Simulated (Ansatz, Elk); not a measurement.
# Bonding as seen by X-rays: SnMo, part 2 of 2

The structure of SnMo used here is made up (a known structure type with other elements) and was relaxed beforehand with PBEsol. The aim is the Fourier transform of its all-electron density, F(hkl), set beside the sum over free spherical atoms that refinements use.

Elk 11.2.3 (patched build); all-electron DFT.

So far: The starting structure; Ground state and structure factors; The highest occupied states alone.

The structure was built from a prototype and need not be the compound's stable phase.

## 4. Another functional

Level of this step: DFT, LDA (Perdew-Wang), all-electron APW+lo, Dirac cores, scalar-relativistic bands, static density, no spin (Elk).

The difference from free atoms is small, so it is set against the change that LDA (Perdew-Wang) makes.

File elk.in:

```
tasks
  0
  195

xctype
  3

spinpol
  .false.

rgkmax
  7.0

gmaxvr
  14.0

lmaxo
  7

lmaxapw
  8

swidth
  0.002

tshift
  .false.

ramdisk
  .false.

hmaxvr
  5.5

maxscl
  120

epspot
  1e-06

sppath
  './'

avec
  8.78981543092 0.00000000000 0.00000000000
  0.00000000000 6.23124021509 -0.00000000000
  0.00000000000 -0.00000000000 8.74199039062

atoms
  2
  'Sn.in'
  2
  0.7500000000 0.5000000000 0.2696694688   0.000000 0.000000 0.000000
  0.2500000000 0.5000000000 0.7303305312   0.000000 0.000000 0.000000
  'Mo.in'
  2
  0.7500000000 -0.0000000000 0.7793990314   0.000000 0.000000 0.000000
  0.2500000000 0.0000000000 0.2206009686   0.000000 0.000000 0.000000

ngridk
  5 7 5
```

On the command line:

```sh
OMP_NUM_THREADS=4 elk
```

Numbers of over 12 decimals in the logs are rounded to 6 here.

The log of the run:

```text
┌─────────────────────────┐
│ Elk code version 11.2.3 │
└─────────────────────────┘

All units are atomic (Hartree, Bohr, etc.)

┌─────────────────────────────────────────────────┐
│ Ground-state run starting from atomic densities │
└─────────────────────────────────────────────────┘

Lattice vectors :
   8.789815431       0.000000000       0.000000000
   0.000000000       6.231240215      -0.000000000
   0.000000000      -0.000000000       8.741990391

Reciprocal lattice vectors :
  0.7148256248      -0.000000000      -0.000000000
[...]
valence                     :    68.00000000
 interstitial                :    5.990612885
 muffin-tins (core leakage)
  species : 1 (Sn)
[...]
species : 2 (Mo)
   atom 1                    :    40.53650773     ( -0.4954547588E-05)
   atom 2                    :    40.53650773     ( -0.4954547588E-05)
 total in muffin-tins        :    178.0093871
 total calculated charge     :    183.9993265
 total charge                :    184.0000000
 error                       :   0.6735160510E-03

┌──────────────────────────────┐
│ Self-consistent loop stopped │
└──────────────────────────────┘

Wrote STATE.OUT
[key lines of the parts left out:]
total energy                :     -20438.333556646
```

The job ended after 15 s (4 threads of Arm Neoverse V2, shared host; peak memory 0.16 GiB).

Against the first run R = 0.04 %; the largest change is -0.062 at 020.

## 5. A coarser k-mesh

About half the k-points along each axis test the sampling.

Edit elk.in of step 4 so:

```diff
@@ -5,3 +5,3 @@
 xctype
-  3
+  20
 
@@ -60,2 +60,2 @@
 ngridk
-  5 7 5
+  2 4 2
```

On the command line:

```sh
OMP_NUM_THREADS=4 elk
```

The log of the run:

```text
┌─────────────────────────┐
│ Elk code version 11.2.3 │
└─────────────────────────┘

All units are atomic (Hartree, Bohr, etc.)

┌─────────────────────────────────────────────────┐
│ Ground-state run starting from atomic densities │
└─────────────────────────────────────────────────┘

Lattice vectors :
   8.789815431       0.000000000       0.000000000
   0.000000000       6.231240215      -0.000000000
   0.000000000      -0.000000000       8.741990391

Reciprocal lattice vectors :
  0.7148256248      -0.000000000      -0.000000000
[...]
valence                     :    68.00000000
 interstitial                :    6.071689126
 muffin-tins (core leakage)
  species : 1 (Sn)
[...]
species : 2 (Mo)
   atom 1                    :    40.54305604     ( -0.2166519053E-07)
   atom 2                    :    40.54305604     ( -0.2166519053E-07)
 total in muffin-tins        :    177.9283109
 total calculated charge     :    183.9994833
 total charge                :    184.0000000
 error                       :   0.5167239005E-03

┌──────────────────────────────┐
│ Self-consistent loop stopped │
└──────────────────────────────┘

Wrote STATE.OUT
[key lines of the parts left out:]
total energy                :     -20457.283245432
```

It took 15 s on 4 threads; peak memory 0.16 GiB; 36 s of CPU time.

Against the first run R = 0.04 %; the largest change is -0.099 at 010.

## 6. Basis size

A smaller basis shows how fast F responds to it; the change is likely larger than the basis error of the first run, but doesn't show convergence.

Edit elk.in of step 5 so:

```diff
@@ -11,3 +11,3 @@
 rgkmax
-  7.0
+  5.5
 
@@ -60,2 +60,2 @@
 ngridk
-  2 4 2
+  5 7 5
```

On the command line:

```sh
OMP_NUM_THREADS=4 elk
```

The log of the run:

```text
┌─────────────────────────┐
│ Elk code version 11.2.3 │
└─────────────────────────┘

All units are atomic (Hartree, Bohr, etc.)

┌─────────────────────────────────────────────────┐
│ Ground-state run starting from atomic densities │
└─────────────────────────────────────────────────┘

Lattice vectors :
   8.789815431       0.000000000       0.000000000
   0.000000000       6.231240215      -0.000000000
   0.000000000      -0.000000000       8.741990391

Reciprocal lattice vectors :
  0.7148256248      -0.000000000      -0.000000000
[...]
valence                     :    68.00000000
 interstitial                :    6.281564449
 muffin-tins (core leakage)
  species : 1 (Sn)
[...]
species : 2 (Mo)
   atom 1                    :    40.45017432     ( -0.2222131101E-07)
   atom 2                    :    40.45017432     ( -0.2222131101E-07)
 total in muffin-tins        :    177.7184356
 total calculated charge     :    183.9997548
 total charge                :    184.0000000
 error                       :   0.2452369986E-03

┌──────────────────────────────┐
│ Self-consistent loop stopped │
└──────────────────────────────┘

Wrote STATE.OUT
[key lines of the parts left out:]
total energy                :     -20457.084048271
```

The job ended after 26 s (4 threads; peak memory 0.16 GiB).

Against the first run R = 0.04 %; the largest change is +0.158 at 020.

## 7. Settings against the effect

| run | R against the first run (%) | R against neutral atoms, low angle (%) | wall time |
| --- | --- | --- | --- |
| PBE, rgkmax 7 | 0.00 | 0.58 | 26 s |
| LDA (Perdew-Wang) | 0.04 | 0.59 | 15 s |
| k-mesh 2×4×2 | 0.04 | 0.60 | 15 s |
| rgkmax 5.5 | 0.04 | 0.64 | 26 s |

## 8. Results

* R against neutral atoms, sin θ/λ < 0.3 Å⁻¹: 0.58 %
* R against neutral atoms, 0.3 to 0.70 Å⁻¹: 0.25 %

Independent neutral atoms miss the calculated amplitudes by R = 0.58 % below 0.3 Å⁻¹ and 0.25 % from there to 0.70 Å⁻¹; by shells, 1.75 % below 0.15 Å⁻¹ (1 form), 0.58 % 0.15 to 0.3 (12 forms), 0.27 % 0.3 to 0.45 (25 forms), 0.24 % above 0.45 (97 forms). Bonding, aspherical density and the tables' own atoms all enter these figures, and the runs don't part them. The largest change of an amplitude is -0.66 electrons, at 111. The window's part falls from 20.0 electrons at the origin to at most 0.29 between 0.45 and 0.70 Å⁻¹. Below 0.3 Å⁻¹ the changes that finished (LDA (Perdew-Wang), k-mesh 2×4×2 and rgkmax 5.5) move F by R = 0.07 % at most, against the 0.58 % that separates it from free atoms. These runs have no spin, though d or f shells may be open. Part of the difference isn't bonding: the tables are fits to free atoms and ions calculated by other methods than this functional. Thermal motion, anomalous dispersion and extinction are left out.

[Logs are printed without paths, hosts, clocks, repeated set-up lines and the standing remarks that a program may print on its own settings, such as how far it seeks lower states.]

[Hosts, paths, dates, database ids (printed as entryN), source tags and the programs' standing remarks are cut or masked in the printed files.]
